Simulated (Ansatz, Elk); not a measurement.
**Bonding as seen by X-rays: YGa2Cu2C**

The structure of YGa2Cu2C used here is made up (a known structure type with other elements) and was relaxed beforehand with PBEsol. The aim is the Fourier transform of its all-electron density, F(hkl), set beside the sum over free spherical atoms that refinements use.

Program: Elk 11.2.3 (patched build). Level of theory: DFT, PBE, all-electron APW+lo, Dirac cores, scalar-relativistic bands, static density, no spin. Results are calculated unless marked as measured.

The structure was built from a prototype and need not be the compound's stable phase.

### 1. The structure

Symmetry: I4/mmm, No. 139, tetragonal system. The conventional cell has a = 3.571 Å, b = 3.571 Å, c = 14.325 Å, α = 90.00°, β = 90.00°, γ = 90.00°. Nearest to Y lie 4 C at 2.53 Å. Ga has 1 C at 1.92 Å and 4 Cu at 2.44 Å nearest. Nearest to Cu lie 4 Ga at 2.44 Å and 4 Cu at 2.53 Å. Nearest to C lie 2 Ga at 1.92 Å and 4 Y at 2.53 Å. Farther neighbours are not listed.

### 2. Ground state and structure factors

An all-electron density is needed, since X-rays see the cores too. Task 0 finds the density and task 195 Fourier-transforms it; tshift is off so that phases refer to the origin typed.

Input file elk.in:

```
tasks
  0
  195

xctype
  20

spinpol
  .false.

rgkmax
  7.0

gmaxvr
  14.0

lmaxo
  7

lmaxapw
  8

swidth
  0.002

tshift
  .false.

ramdisk
  .false.

hmaxvr
  5.5

maxscl
  120

epspot
  1e-06

sppath
  './'

avec
  -3.37436347550 3.37436347550 13.53494779055
  3.37436347550 -3.37436347550 13.53494779055
  3.37436347550 3.37436347550 -13.53494779055

atoms
  4
  'Y.in'
  1
  0.5000000000 0.5000000000 -0.0000000000   0.000000 0.000000 0.000000
  'Ga.in'
  2
  0.8663109011 0.8663109011 -0.0000000000   0.000000 0.000000 0.000000
  0.1336890989 0.1336890989 -0.0000000000   0.000000 0.000000 0.000000
  'Cu.in'
  2
  0.2500000000 0.7500000000 0.5000000000   0.000000 0.000000 0.000000
  0.7500000000 0.2500000000 0.5000000000   0.000000 0.000000 0.000000
  'C.in'
  1
  -0.0000000000 -0.0000000000 -0.0000000000   0.000000 0.000000 0.000000

ngridk
  9 9 9
```

Command:

```
$ OMP_NUM_THREADS=4 elk
```

Numbers of over 12 decimals in the logs are rounded to 6 here.

What it wrote:

```text
┌─────────────────────────┐
│ Elk code version 11.2.3 │
└─────────────────────────┘

All units are atomic (Hartree, Bohr, etc.)

┌─────────────────────────────────────────────────┐
│ Ground-state run starting from atomic densities │
└─────────────────────────────────────────────────┘

Lattice vectors :
  -3.374363476       3.374363476       13.53494779
   3.374363476      -3.374363476       13.53494779
   3.374363476       3.374363476      -13.53494779

Reciprocal lattice vectors :
 -0.1631557588E-16  0.9310178576      0.2321096987
  0.9310178576     -0.1631557588E-16  0.2321096987
  0.9310178576      0.9310178576      0.5331587732E-17

Unit cell volume      :    616.4534668
Brillouin zone volume :   0.4023827049

Muffin-tin inner radius fraction :   0.1000000000E-01

Nuclei treated as point charges

Species : 1 (Y)
 parameters loaded from : Y.in
 name : yttrium
 nuclear charge    :   -39.00000000
 electronic charge :    39.00000000
 atomic mass :    162065.4503
 muffin-tin radius :    2.600000000
 number of radial points in muffin-tin :   1193
 inner part over the whole radius :   0.9871815862E-02
 number on inner part of muffin-tin    :    847
 approximate nuclear radius :   0.8135895711E-04
 number of mesh points to nuclear radius :    416
 atomic positions (lattice), magnetic fields (Cartesian) :
  1 :   0.50000000  0.50000000  0.00000000    0.00000000  0.00000000  0.00000000

Species : 2 (Ga)
 parameters loaded from : Ga.in
 name : gallium
 nuclear charge    :   -31.00000000
 electronic charge :    31.00000000
 atomic mass :    127097.2539
 muffin-tin radius :    2.039399970
 number of radial points in muffin-tin :    993
 inner part over the whole radius :   0.9960134520E-02
 number on inner part of muffin-tin    :    699
 approximate nuclear radius :   0.7562051033E-04
 number of mesh points to nuclear radius :    342
 atomic positions (lattice), magnetic fields (Cartesian) :
  1 :  -0.13368910 -0.13368910  0.00000000    0.00000000  0.00000000  0.00000000
  2 :   0.13368910  0.13368910  0.00000000    0.00000000  0.00000000  0.00000000

Species : 3 (Cu)
 parameters loaded from : Cu.in
 name : copper
 nuclear charge    :   -29.00000000
 electronic charge :    29.00000000
 atomic mass :    115837.2717
 muffin-tin radius :    2.361035296
 number of radial points in muffin-tin :    993
 inner part over the whole radius :   0.9940866268E-02
 number on inner part of muffin-tin    :    701
 approximate nuclear radius :   0.7406004541E-04
 number of mesh points to nuclear radius :    336
 atomic positions (lattice), magnetic fields (Cartesian) :
  1 :   0.25000000 -0.25000000  0.50000000    0.00000000  0.00000000  0.00000000
  2 :  -0.25000000  0.25000000  0.50000000    0.00000000  0.00000000  0.00000000

Species : 4 (C)
 parameters loaded from : C.in
 name : carbon
 nuclear charge    :   -6.000000000
 electronic charge :    6.000000000
 atomic mass :    21894.16674
 muffin-tin radius :    1.529549978
 number of radial points in muffin-tin :    593
 inner part over the whole radius :   0.9940933513E-02
 number on inner part of muffin-tin    :    404
 approximate nuclear radius :   0.4747601631E-04
 number of mesh points to nuclear radius :    168
 atomic positions (lattice), magnetic fields (Cartesian) :
  1 :   0.00000000  0.00000000  0.00000000    0.00000000  0.00000000  0.00000000

Total number of atoms per unit cell :    6
Total muffin-tin volume :    269.9335649
 ratio of muffin-tin to unit cell volume :   0.4378814937

Spin treatment :
 spin-unpolarised

Number of Bravais lattice symmetries :   16
Number of crystal symmetries         :   16
Crystal has inversion symmetry
Real symmetric eigensolver will be used

k-point grid :      9     9     9
k-point offset :    0.000000000       0.000000000       0.000000000
k-point set is reduced with full crystal symmetry group
Total number of k-points :       75

Muffin-tin radius times maximum |G+k| :    7.000000000
 using average radius
[...]
total energy                :     -10622.941638836

Density of states at Fermi energy :    121.3874091
 (states/Hartree/unit cell)

Estimated indirect band gap :   0.2561410448E-03
 from k-point 7 to k-point 58
Estimated direct band gap   :   0.1884727787E-02
 at k-point 50

Charges :
 core                        :    90.00000000
 valence                     :    75.00000000
 interstitial                :    10.13346757
 muffin-tins (core leakage)
  species : 1 (Y)
[...]
species : 2 (Ga)
[...]
species : 3 (Cu)
[...]
species : 4 (C)
[...]
total in muffin-tins        :    154.8665324
 total calculated charge     :    164.9878913
 total charge                :    165.0000000
 error                       :   0.1210867674E-01

RMS change in Kohn-Sham potential (target) :    1.275512536     (  0.1000000000E-05)
Absolute change in total energy (target)   :    1.440579716     (  0.1000000000E-03)

[... loops 3 to 20 left out ...]

┌──────────────────┐
│ Loop number : 21 │
└──────────────────┘

Energies :
 Fermi                       :     0.279354
 sum of occupied eigenvalues :     -6140.6847769817
 electron kinetic            :      10863.063034729
 core electron kinetic       :      10161.487478281
 Coulomb                     :     -21083.274080050
 Coulomb potential           :     -16481.030617076
 nuclear-nuclear             :     -1449.3780857004
 electron-nuclear            :     -22825.345597313
 Hartree                     :      3191.4496029637
 Madelung                    :     -12842.758771512
 xc potential                :     -522.71719463471
 exchange                    :     -393.88100145332
 correlation                 :     -8.016675
 electron entropic           :    -0.33402084185367E-03
 total energy                :     -10622.109055355

Density of states at Fermi energy :    24.35137854
 (states/Hartree/unit cell)

Estimated indirect band gap :   0.5069621912E-02
 from k-point 60 to k-point 21
Estimated direct band gap   :   0.1584719615E-01
 at k-point 38

Charges :
 core                        :    90.00000000
 valence                     :    75.00000000
 interstitial                :    9.204071861
 muffin-tins (core leakage)
  species : 1 (Y)
[...]
species : 2 (Ga)
[...]
species : 3 (Cu)
[...]
species : 4 (C)
[...]
total in muffin-tins        :    155.7959281
 total calculated charge     :    164.9888138
 total charge                :    165.0000000
 error                       :   0.1118622467E-01

RMS change in Kohn-Sham potential (target) :   0.8739437842E-06 (  0.1000000000E-05)
Absolute change in total energy (target)   :   0.3627043952E-04 (  0.1000000000E-03)

Convergence targets achieved

┌──────────────────┐
│ Loop number : 22 │
└──────────────────┘

Energies :
 Fermi                       :     0.279354
 sum of occupied eigenvalues :     -6140.6847648248
 electron kinetic            :      10863.063026143
 core electron kinetic       :      10161.487488355
 Coulomb                     :     -21083.274061327
 Coulomb potential           :     -16481.030650987
 nuclear-nuclear             :     -1449.3780857004
 electron-nuclear            :     -22825.345525929
 Hartree                     :      3191.4495503021
 Madelung                    :     -12842.758735834
 xc potential                :     -522.71713998089
 exchange                    :     -393.88099943277
 correlation                 :     -8.016675
 electron entropic           :    -0.33402071749142E-03
 total energy                :     -10622.109043166

Density of states at Fermi energy :    24.35135246
 (states/Hartree/unit cell)

Estimated indirect band gap :   0.5069627785E-02
 from k-point 60 to k-point 21
Estimated direct band gap   :   0.1584720029E-01
 at k-point 38

Charges :
 core                        :    90.00000000
 valence                     :    75.00000000
 interstitial                :    9.204072512
 muffin-tins (core leakage)
  species : 1 (Y)
[...]
species : 2 (Ga)
[...]
species : 3 (Cu)
   atom 1                    :    28.24738011     (  0.1976362939E-03)
   atom 2                    :    28.24738011     (  0.1976362939E-03)
  species : 4 (C)
   atom 1                    :    4.458401675     (  0.3845900737E-04)
 total in muffin-tins        :    155.7959275
 total calculated charge     :    164.9888138
 total charge                :    165.0000000
 error                       :   0.1118622484E-01

┌──────────────────────────────┐
│ Self-consistent loop stopped │
└──────────────────────────────┘

Warning : core states of species 2 leak from the muffin-tin :   0.4940370611E-02

Warning : core states of species 3 leak from the muffin-tin :   0.1976362939E-03

Wrote STATE.OUT
```

Wall time 2.2 min (4 threads of Arm Neoverse V1, shared host); peak memory 0.27 GiB; 7.4 min of CPU time.

SFACRHO.OUT:

```text

h k l indices transformed by vhmat matrix:
   1.000000000       0.000000000       0.000000000    
   0.000000000       1.000000000       0.000000000    
   0.000000000       0.000000000       1.000000000    

      h      k      l  multipl.   |H|            Re(F)            Im(F)           |F|

      0      0      0      1   0.0000000       165.00000      0.87558501E-17   165.00000    
     -1     -1      1      2  0.46421940      -19.704947      0.71887949E-13   19.704947    
     -2     -2      2      2  0.92843879       36.486248      0.75115332E-13   36.486248    
      1      0     -1      8  0.95951507       7.6645892      0.34228484E-13   7.6645892    
     -1     -2      2      8   1.1626128      -69.475697     -0.21395888E-13   69.475697    
      0      0     -1      4   1.3166581       37.728425     -0.28010539E-13   37.728425    
     -3     -3      3      2   1.3926582       4.2558097      0.18654533E-12   4.2558097    
      0      2     -1      8   1.3960975       74.097731     -0.12596755E-13   74.097731    
     -2     -3      2      8   1.4878397      -49.593122     -0.42759531E-13   49.593122    
      1      3     -2      8   1.6110826      -56.719718     -0.16436763E-12   56.719718    
     -4     -4      4      2   1.8568776       110.46264     -0.55845238E-13   110.46264    
      1     -1     -1      4   1.8620357       114.55295      0.23431314E-13   114.55295    
      4      3     -4      8   1.8726091       15.697393      0.11548956E-12   15.697393    
     -3     -3      2      8   1.9165295       83.592643      0.35729942E-13   83.592643    
      0     -2      0      8   1.9190301      -15.198191      0.21041942E-13   15.198191    
     -3     -1      1      8   2.0806671       25.846240      0.98311982E-13   25.846240    
      0     -1      2     16   2.0947186       4.2484522     -0.23550311E-13   4.2484522    
      1      2      0     16   2.1951869      -56.250293      0.17081229E-13   56.250293
```

Elk indexes on the primitive cell of elk.in and gives |H| = 4π sin θ/λ in inverse bohr. Below, one row stands for each form hkl of the conventional cell (m members, Friedel mates merged), F is for one primitive cell and the density is static (no thermal factor). Free-atom factors are Waasmaier and Kirfel's, and R is Σm||F|−|F'||/Σm|F|. Elk warned that it couldn't find a linearisation energy, which lowers the accuracy of some states in this run and its variants.

| hkl | m | sin θ/λ (Å⁻¹) | abs F, DFT | neutral atoms | diff. |
| --- | --- | --- | --- | --- | --- |
| 002 | 2 | 0.070 | 19.705 | 20.002 | -0.297 |
| 004 | 2 | 0.140 | 36.486 | 36.280 | +0.207 |
| 101 | 8 | 0.144 | 7.665 | 7.273 | +0.392 |
| 103 | 8 | 0.175 | 69.476 | 69.842 | -0.366 |
| 110 | 4 | 0.198 | 37.728 | 37.091 | +0.637 |
| 006 | 2 | 0.209 | 4.256 | 3.107 | +1.149 |
| 112 | 8 | 0.210 | 74.098 | 74.625 | -0.528 |
| 105 | 8 | 0.224 | 49.593 | 49.997 | -0.404 |
| 114 | 8 | 0.242 | 56.720 | 57.895 | -1.175 |
| 008 | 2 | 0.279 | 110.463 | 111.447 | -0.984 |
| 200 | 4 | 0.280 | 114.553 | 115.467 | -0.914 |
| 107 | 8 | 0.282 | 15.697 | 16.119 | -0.421 |
| 116 | 8 | 0.288 | 83.593 | 84.226 | -0.633 |
| 202 | 8 | 0.289 | 15.198 | 15.820 | -0.622 |
| 204 | 8 | 0.313 | 25.846 | 26.099 | -0.253 |
| 211 | 16 | 0.315 | 4.248 | 4.498 | -0.250 |
| 213 | 16 | 0.330 | 56.250 | 56.394 | -0.143 |
| 118 | 8 | 0.342 | 26.882 | 26.780 | +0.102 |
| 109 | 8 | 0.344 | 11.214 | 11.046 | +0.168 |
| 0 0 10 | 2 | 0.349 | 29.716 | 30.091 | -0.375 |
| 206 | 8 | 0.350 | 3.554 | 3.344 | +0.209 |
| 215 | 16 | 0.358 | 41.459 | 41.438 | +0.021 |

### 3. The highest occupied states alone

An energy window below the Fermi level keeps the highest occupied states, to see at which angles they scatter; shallow core shells can lie inside it and anion s states outside. No new self-consistency is needed.

Edit elk.in of step 2 so:

```diff
@@ -1,3 +1,2 @@
 tasks
-  0
   195
@@ -40,2 +39,5 @@
 
+wsfac
+  -0.088140 0.579350
+
 sppath
```

Command:

```
$ OMP_NUM_THREADS=4 elk
```

What it wrote:

```text
┌─────────────────────────────────┐
│ Elk code version 11.2.3 started │
└─────────────────────────────────┘

Info(readinput): the functional depends on the density's gradient
 muffin-tin radial points multiplied by    2.00000
 (not where nrmtscf is given)

┌────────────────────┐
│ Current task : 195 │
└────────────────────┘
Info(checkmt): changed muffin-tin radius of species 2 (Ga) from   2.4000 to   2.0394
Info(checkmt): changed muffin-tin radius of species 3 (Cu) from   2.4000 to   2.3610
Info(checkmt): changed muffin-tin radius of species 4 (C) from   1.8000 to   1.5295

Warning(linengy): could not find 1 linearisation energies in s.c. loop 1

Info(sfacrho): density structure factors written to SFACRHO.OUT

 Energy window :  -0.8814000000E-01  0.5793500000

┌──────────────────┐
│ Elk code stopped │
└──────────────────┘
```

The job ended after 16 s (4 threads; peak memory 0.19 GiB; 23 s of CPU time).

States within 10 eV below the Fermi level hold 33.00 electrons; any levels below the window count with the cores. Their amplitudes can exceed the total, where window and core parts have opposite phase:

| hkl | sin θ/λ (Å⁻¹) | abs F, window | abs F, all |
| --- | --- | --- | --- |
| 002 | 0.070 | 16.743 | 19.705 |
| 004 | 0.140 | 17.331 | 36.486 |
| 101 | 0.144 | 2.645 | 7.665 |
| 103 | 0.175 | 0.508 | 69.476 |
| 110 | 0.198 | 11.686 | 37.728 |
| 006 | 0.209 | 11.053 | 4.256 |
| 112 | 0.210 | 13.991 | 74.098 |
| 105 | 0.224 | 1.019 | 49.593 |
| 114 | 0.242 | 10.616 | 56.720 |
| 008 | 0.279 | 10.648 | 110.463 |

[end of part 1 of 2]

[Logs are printed without paths, hosts, clocks, repeated set-up lines and the standing remarks that a program may print on its own settings, such as how far it seeks lower states.]

[Hosts, paths, dates, database ids (printed as entryN), source tags and the programs' standing remarks are cut or masked in the printed files.]
